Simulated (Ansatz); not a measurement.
# A hypothetical structure for Ca4Mg2SnW, part 2 of 2

This structure for Ca4Mg2SnW is made up. Its elements were placed in a known structure type with a cell scaled to their sizes. What cell does the guess relax to, and how far off was it?

Ansatz 0.2.0; DFT, PBE, plane-wave PAW, files of the set soft_1, scalar-relativistic, no spin, cell and ions relaxed at zero pressure; PAW set soft_1 (the session's first sound run).

So far: Starting point; Relaxation of the guess. The relaxed cell has a, b, c = 5.212, 7.071, 11.669 Å (conventional setting).

### 3. Bands of the relaxed cell

With the geometry fixed, one more self-consistent run, with a narrower smearing and the mesh shown in its input, gives the bands, and its pressure, and its forces where symmetry allows any, show how far the geometry depends on these settings.

This step: DFT, PBE, plane-wave PAW, files of the set soft_1, scalar-relativistic, no spin, bands and density of states at the relaxed cell; PAW set soft_1 (Ansatz 0.2.0).

input.yaml

```yaml
crystal:
  lattice:
    - [5.2122304085, 0.0, 0.0]
    - [0.0, 3.535565173, 5.8344401672]
    - [0.0, -3.535565173, 5.8344401672]
  atoms:
    - { symbol: W, position: [0.5, 0.6784148861, 0.6784148861] }
    - { symbol: Sn, position: [0.5, 0.1649752029, 0.1649752029] }
    - { symbol: Ca, position: [0.0, 0.3563090576, 0.838220002] }
    - { symbol: Ca, position: [0.0, 0.838220002, 0.3563090576] }
    - { symbol: Ca, position: [0.5, 0.1554119399, 0.6606519159] }
    - { symbol: Ca, position: [0.5, 0.6606519159, 0.1554119399] }
    - { symbol: Mg, position: [0.0, 0.818348538, 0.818348538] }
    - { symbol: Mg, position: [0.0, 0.3294684575, 0.3294684575] }
kpoints:
  mp_grid: { grid: [6, 6, 6] }
  band_path:
    path:
      - [[0.0, 0.0, 0.0], [0.0, 0.34180352, -0.34180352], [0.0, 0.0, -0.5], [-0.5, 0.0, -0.5], [-0.5, 0.34180352, -0.34180352], [-0.5, 0.0, 0.0], [0.0, 0.0, 0.0], [0.0, -0.5, -0.5], [0.0, -0.34180352, -0.65819648], [-0.5, -0.34180352, -0.65819648], [-0.5, -0.5, -0.5], [0.0, -0.5, -0.5]]
      - [[-0.5, 0.0, 0.0], [-0.5, -0.5, -0.5]]
    npoints: 6
scf:
  occupations: { method: fermi_dirac, width: 0.03 }
  n_extra_bands: 12
hamiltonian:
  xc: pbe
  pseudopotentials: { kind: paw, azcp: { folder: soft_1 } }
output:
  forces: true
  stress: true
  write_bands: true
  dos: { projected: true }
  write_density: true
  write_potential: true
  elf: true
  volumetric_format: npy
```

Run with:

```
$ ansatz run input.yaml --threads 4 --pin off --max-ram 10240MiB --backend cpu --events-out ev --progress --plain --runs-dir out
```

Numbers of over 12 decimals in the logs are rounded to 6 here.

The program printed:

```text
[...]
Crystal: 8 atoms, lattice volume = 215.036 Å³
Basis set: ecut = 420 eV, 4237 PW (Γ), exchange–correlation on 72×96×96 points (8 copies of the dense FFT grid, shifted against one another)
Bands: 56, of which v1, the nominal top of the filled ones, is band 44 counted from 1 (43 counted from 0)
Symmetry: 4 space group operations
[...]
k-points: 52 of 216 (time reversal used)
[...]
SCF iter   1: F=—  HF=-27534.613390 eV  |F-HF|=—  |Δ(HF+E_count)|=         —  Δρ=9.98e-2  dr2=8.00e1  ethr=3.10e-3  ⟨swp⟩=11.9  Hψ=17447  notcnv=0
[...]
SCF iter  11: F=-27523.259204 eV  HF=-27523.259204 eV  |F-HF|=4.66e-8  |Δ(HF+E_count)|=   6.27e-8  Δρ=3.15e-6  dr2=5.37e-8  ethr=1.14e-10  ⟨swp⟩=20.6  Hψ=24608  notcnv=0
SCF 1 converged in 11 iterations: F = -27523.259204 eV  dr2 = 5.37e-8
[...]
NSCF: frozen V_eff on 74 k-points
SCF converged after 11 iterations
Free energy (F): -27523.259204 eV
[...]
Internal energy: -27523.236602 eV  (E = F + TS)
E sigma→0 (E₀):  -27523.247903 eV
Entropy (-TS):   -0.022602 eV (-2.825 meV/atom)
Fermi energy:    8.107002 eV
[...]
--- Forces (eV/Å), atoms counted from 1 ---
  atom   1  W      0.00000000     0.00000000    -0.01375207
  atom   2  Sn     0.00000000     0.00000000    -0.01304251
  atom   3  Ca     0.00000000    -0.00403304     0.00621352
  atom   4  Ca     0.00000000     0.00403304     0.00621352
  atom   5  Ca     0.00000000    -0.00919674     0.00636726
  atom   6  Ca     0.00000000     0.00919674     0.00636726
  atom   7  Mg     0.00000000     0.00000000     0.00372010
  atom   8  Mg     0.00000000     0.00000000    -0.00212129
  max |Σ_I F_I| component: 3.42e-5 eV/Å
--- Stress (GPa, compression-positive) ---
       -0.042100       0.000000       0.000000
        0.000000      -0.011831       0.000000
        0.000000       0.000000      -0.000717
  P = ⅓ Tr σ = -0.0182 GPa (-0.182 kbar)
--- Band table (eV; the first three rows and the last of 52) ---
  k-point 0: bands = [... 40 lower, 6.7910, 7.4422, 7.5937, 7.7866, 8.1214, 8.2981, 8.8320, 9.0043, ... 8 higher]
  k-point 1: bands = [... 40 lower, 7.2044, 7.5158, 7.5400, 7.9189, 8.1211, 8.5367, 8.7952, 9.0656, ... 8 higher]
  k-point 2: bands = [... 40 lower, 7.4699, 7.4881, 7.7899, 8.0846, 8.2210, 8.7210, 8.8313, 9.3007, ... 8 higher]
  k-point 51: bands = [... 40 lower, 6.6470, 7.9192, 8.0104, 8.0654, 8.1657, 8.5064, 8.5304, 8.5612, ... 8 higher]
```

Elapsed: 31 s, on 4 threads of Arm Neoverse V2, shared host; peak memory 0.96 GiB; 2 min of CPU time.

In the SCF lines HF is the Harris–Foulkes energy and dr2 the Hartree energy of the density residual, in eV; the loop may stop once dr2 is under the threshold and the program's other checks hold. Hψ counts applications of the Hamiltonian.

This step gave:

- free energy: -27523.2592 eV
- energy at zero smearing: -27523.2479 eV
- smearing term TS: 0.02260 eV
- Fermi energy: 8.107 eV
- pressure: -0.01822 GPa

bands.tsv at the labelled points (eV, zero at the Fermi level; the bands that come nearest the Fermi level along the path):

```tsv
point	band 41	band 42	band 43	band 44	band 45	band 46	band 47	band 48
Γ	-1.32	-0.66	-0.51	-0.32	0.01	0.19	0.73	0.90
X	-0.63	-0.58	-0.09	-0.01	0.28	0.52	0.61	0.94
S	-0.64	-0.57	-0.11	0.05	0.16	0.58	0.74	1.33
R	-0.72	-0.71	-0.24	-0.17	0.02	0.23	1.09	1.55
A	-0.53	-0.21	-0.18	-0.16	0.10	0.22	0.77	1.19
Z	-0.88	-0.82	-0.77	-0.74	0.10	0.31	0.35	0.58
Γ	-1.32	-0.66	-0.51	-0.32	0.01	0.19	0.73	0.90
Y	-0.77	-0.45	-0.28	-0.10	0.21	0.35	0.49	0.62
X1	-0.63	-0.58	-0.09	-0.01	0.28	0.52	0.61	0.94
A1	-0.53	-0.21	-0.18	-0.16	0.10	0.22	0.77	1.19
T	-1.46	-0.19	-0.10	-0.04	0.06	0.40	0.42	0.45
Y	-0.77	-0.45	-0.28	-0.10	0.21	0.35	0.49	0.62
Z	-0.88	-0.82	-0.77	-0.74	0.10	0.31	0.35	0.58
T	-1.46	-0.19	-0.10	-0.04	0.06	0.40	0.42	0.45
```

States per cell as run, both spins, in windows of 1 eV, from dos.tsv (zero at the Fermi level):

```
from  to  total
  -8  -7   1.63
  -7  -6   0.37
  -6  -5   0.00
  -5  -4   1.49
  -4  -3   2.16
  -3  -2   3.16
  -2  -1   5.03
  -1   0   8.16
   0   1   6.82
   1   2   5.04
```

Below -8 eV lie 66.0 more states.

Valence density in the bc plane of the cell as run, not the conventional one, at fractional x = 0.500, with atoms of W and Sn and Ca within 0.2 Å of it. It is the smooth field of the valence electrons, not physical close to the nuclei.

Ten even steps from '_' (0 e/Å³) to '@' (11 e/Å³), each cell a mean:
```
______________________________________
______________________________________
______________________________________
______________________......__________
__::::..____________..--==--..________
__::++==::__________..--++==--..______
__..==++--..__________::==++==..______
____::----..____________::----..______
______....________________....________
______________________________________
______________________________________
______________________________________
______________________________________
__..::..______________....____________
__--****::__________..----::__________
__::##@@**..________..--++==..________
____==##**::__________::==++::________
______::--..____________..::::________
______________________________________
```
Columns run along b (6.8 Å), rows up along c (6.8 Å). Atoms in or near the plane, at fractional coordinates: W at (0.68, 0.68), Sn at (0.16, 0.16), Ca at (0.16, 0.66), Ca at (0.66, 0.16).

ELF in the bc plane of the cell as run, not the conventional one, at fractional x = 0.500, with atoms of W and Sn and Ca within 0.2 Å of it. It is the smooth field of the valence electrons, not physical close to the nuclei.

Values, 10 rows by 16 columns, each cell a mean:
```
0.18 0.32 0.44 0.48 0.47 0.48 0.46 0.32 0.22 0.21 0.20 0.18 0.18 0.15 0.11 0.10
0.18 0.32 0.25 0.17 0.30 0.45 0.42 0.22 0.13 0.28 0.41 0.35 0.38 0.49 0.32 0.08
0.58 0.84 0.83 0.69 0.27 0.17 0.41 0.35 0.35 0.63 0.54 0.55 0.46 0.35 0.32 0.12
0.30 0.78 0.81 0.83 0.76 0.20 0.21 0.40 0.31 0.47 0.55 0.45 0.65 0.40 0.27 0.16
0.15 0.20 0.51 0.67 0.60 0.20 0.10 0.34 0.41 0.31 0.34 0.47 0.38 0.17 0.16 0.24
0.41 0.35 0.26 0.18 0.12 0.08 0.09 0.18 0.25 0.30 0.36 0.41 0.35 0.28 0.31 0.39
0.35 0.32 0.35 0.44 0.50 0.41 0.17 0.06 0.16 0.29 0.23 0.17 0.29 0.43 0.51 0.46
0.29 0.12 0.07 0.16 0.34 0.50 0.33 0.10 0.55 0.82 0.81 0.67 0.28 0.18 0.47 0.46
0.40 0.19 0.03 0.01 0.15 0.34 0.43 0.18 0.31 0.77 0.81 0.82 0.77 0.26 0.20 0.52
0.54 0.47 0.32 0.23 0.26 0.33 0.44 0.36 0.15 0.20 0.50 0.68 0.63 0.25 0.07 0.31
```
Columns run along b (6.8 Å), rows up along c (6.8 Å). Atoms in or near the plane, at fractional coordinates: W at (0.68, 0.68), Sn at (0.16, 0.16), Ca at (0.16, 0.66), Ca at (0.66, 0.16).

Electrostatic potential energy in the bc plane of the cell as run, not the conventional one, at fractional x = 0.500, with atoms of W and Sn and Ca within 0.2 Å of it. With pseudopotentials it is smooth inside the atoms' cores, unlike the true potential.

Ten even steps from '0' (-51 eV) to '9' (11 eV), each cell a mean:
```
9999999999999989999
9999999999999999999
8889999999877899999
7667899998644589999
6323689998522258998
6200379998522225899
8400058999742224799
9731148999974224799
9975568999997556899
9998888999999888999
9999999999999999999
9999999999999999999
8778999998888999999
6455699998645789999
6588569998510368999
7599858998510037999
8569857999730026899
9855547999974236899
9987668999998667899
```
Columns run along b (6.8 Å; values clipped at the 3rd and 97th percentile), rows up along c (6.8 Å). Atoms in or near the plane, at fractional coordinates: W at (0.68, 0.68), Sn at (0.16, 0.16), Ca at (0.16, 0.66), Ca at (0.66, 0.16).

### 4. Outcome

| Property | Result |
| --- | --- |
| space group, relaxed | Amm2 |
| conventional cell | a = 5.212, b = 7.071, c = 11.669 Å; α = 90.0°, β = 90.0°, γ = 90.0° |
| volume per atom | 26.88 Å³ (guess 29.85) |

**Reading.** Ca4Mg2SnW relaxes to Amm2 with a = 5.212, b = 7.071 and c = 11.669 Å. The guessed volume was 11 % too large. The space group Amm2 was held in the relaxation, so the end point is a stationary structure within it and may be a saddle against distortions or other arrangements. Bands cross the Fermi level, so it is a metal or semimetal at this level. On the 6×6×6 mesh with the narrower smearing (relaxed on 5×5×5) the largest force component is 0.014 eV/Å and the largest stress component is 0.042 GPa, within the relaxation's thresholds of 0.015 eV/Å and 0.05 GPa. The cutoff wasn't tested. A vector of the cell changed its length by 9 %, more than the volume shows. Spin-orbit coupling is left out, which can matter for elements this heavy. No dispersion term is used, so weakly bound directions may come out too long. The runs have no spin, and magnetism wasn't tested. Nothing here tests whether the compound is stable against decomposition.

[Logs are printed without paths, hosts, clocks, repeated set-up lines and the standing remarks that a program may print on its own settings, such as how far it seeks lower states.]

[Hosts, paths, dates, database ids (printed as entryN), source tags and the programs' standing remarks are cut or masked in the printed files.]
